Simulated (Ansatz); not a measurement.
# Al(321) slab (24 atoms): surface energy

What is the surface energy of this cell, counted against the bulk crystal, and how far does it hang on functional and mesh?

Calculated with Ansatz 0.2.0: Kohn-Sham DFT, PBE, PAW (set soft_2), plane waves; cutoff 420 eV, fermi-dirac smearing of 0.1 eV. Cutoffs: 420 eV for PBE and PBEsol; 500 eV for r2SCAN.

**The cells**

The cell holds 24 atoms: 24 Al. Its edges and angles: a = 4.948 Å, b = 6.388 Å, c = 27.417 Å, α = 90.0°, β = 90.0°, γ = 105.0°. It derives from Al. The starting structure: Slab of Al cut on (3 2 1), 12.4 Å thick, 1 x 1 surface cells, both faces free, 15 Å of vacuum; not relaxed. Lattice constants are starting values near those of PBE. Vacuum lies along c.

The bulk reference is Al4 in a cell of 4 atoms, 16.485 Å³ an atom.

The input of the single point on the relaxed cell:

```yaml
crystal:
  lattice:
    - [4.94797, 0.0, 0.0]
    - [-1.64932, 6.1712, 0.0]
    - [0.0, 0.0, 27.41696]
  atoms:
    - { symbol: Al, position: [0.29925, 0.34393, 0.27697] }
    - { symbol: Al, position: [0.72846, 0.14657, 0.29245] }
    - { symbol: Al, position: [0.14928, 0.92485, 0.31217] }
    - { symbol: Al, position: [0.57707, 0.71534, 0.32532] }
    [... 18 atom lines left out ...]
    - { symbol: Al, position: [0.70011, 0.63915, 0.70755] }
    - { symbol: Al, position: [0.12933, 0.44179, 0.72303] }
kpoints:
  mp_grid: { grid: [8, 6, 1] }
hamiltonian:
  xc: pbe
scf:
  occupations: { method: fermi_dirac, width: 0.1 }
output:
  forces: true
  populations: true
  dos:
    method: { smearing: { sigma: 0.08 } }
    de: 0.1
    projected: { site_lists: { Al: [Al] } }
  eigenvalues: true
  write_density: true
  write_potential: true
  volumetric_format: npy
```

| cell | formula | k-mesh | relaxation steps | gain on relaxing (eV) | free energy, PBE (eV) | time of its runs on this page |
| --- | --- | --- | --- | --- | --- | --- |
| Al(321) slab | Al24 | 8×6×1 (relaxed on 5×4×1) | 4 | 0.14 | -12896.495 | 100 s |
| bulk Al | Al4 | 14×14×14 | - | - | -2150.040 | 3.4 s |

Times come from shared hosts and are rough.

**Surface energy**

The excess is the cell's free energy less 6 times that of the bulk cell. It is divided by twice the area, as the cell holds two faces, so the value is their mean, and they need not be alike (30.53 Å²), with 1 eV/Å² = 16.022 J/m².

| level | k-mesh | excess (eV) | surface energy (J/m²) | per area (meV/Å²) |
| --- | --- | --- | --- | --- |
| PBE | 8×6×1 | 3.742 | 0.982 | 61.3 |
| PBE, denser mesh | 10×7×1 | 3.721 | 0.976 | 60.9 |
| r2SCAN | 8×6×1 | 4.274 | 1.121 | 70.0 |
| PBEsol | 8×6×1 | 4.397 | 1.153 | 72.0 |

Worked for the first row at PBE: (-12896.495) − 6 × (-2150.040) = 3.742 eV (from unrounded energies).

Then 3.742 / (2 × 30.53) × 16.022 = 0.982 J/m².

**Neighbours**

Bonds by pair of elements; cutoffs follow the first minimum of g(r), held within bounds set by covalent radii, and pairs that aren't listed don't count as bonded:

```
pair A-B  cutoff (Å)  bonds  mean length (Å)  spread (Å)  shortest (Å)  B about A  A about B
   Al-Al        3.33    128             2.86       0.047          2.75       10.7       10.7
```

How many atoms have how many bonded neighbours:

```
element  mean  6  8  9  10  11  12
     Al  10.7  2  2  2   2   2  14
```

**Findings**

At PBE the surface energy is 0.98 J/m². At the same geometries the levels give 0.98 (PBE) to 1.15 J/m² (PBEsol) and the denser mesh leaves it within 0.01 J/m². Relaxing the atoms lowered it by 0.036 J/m² from the start (on the 5×4×1 mesh of the relaxation), and the farthest atom moved 0.20 Å. By these cutoffs 10 of 24 Al atoms differ from the commonest count of 12.

Limits: The cell edges were held, so the lattice is the typed one for every functional. Cell and bulk are sampled on unlike meshes, and the error grows with the number of atoms subtracted. These are free energies under a smearing of 0.1 eV, whose entropy term isn't removed. In some runs the program notes that positions were snapped to a detected symmetry and the exchange-correlation potential is rough where the density is thin.

[Logs are printed without paths, hosts, clocks, repeated set-up lines and the standing remarks that a program may print on its own settings, such as how far it seeks lower states.]

[Hosts, paths, dates, database ids (printed as entryN), source tags and the programs' standing remarks are cut or masked in the printed files.]
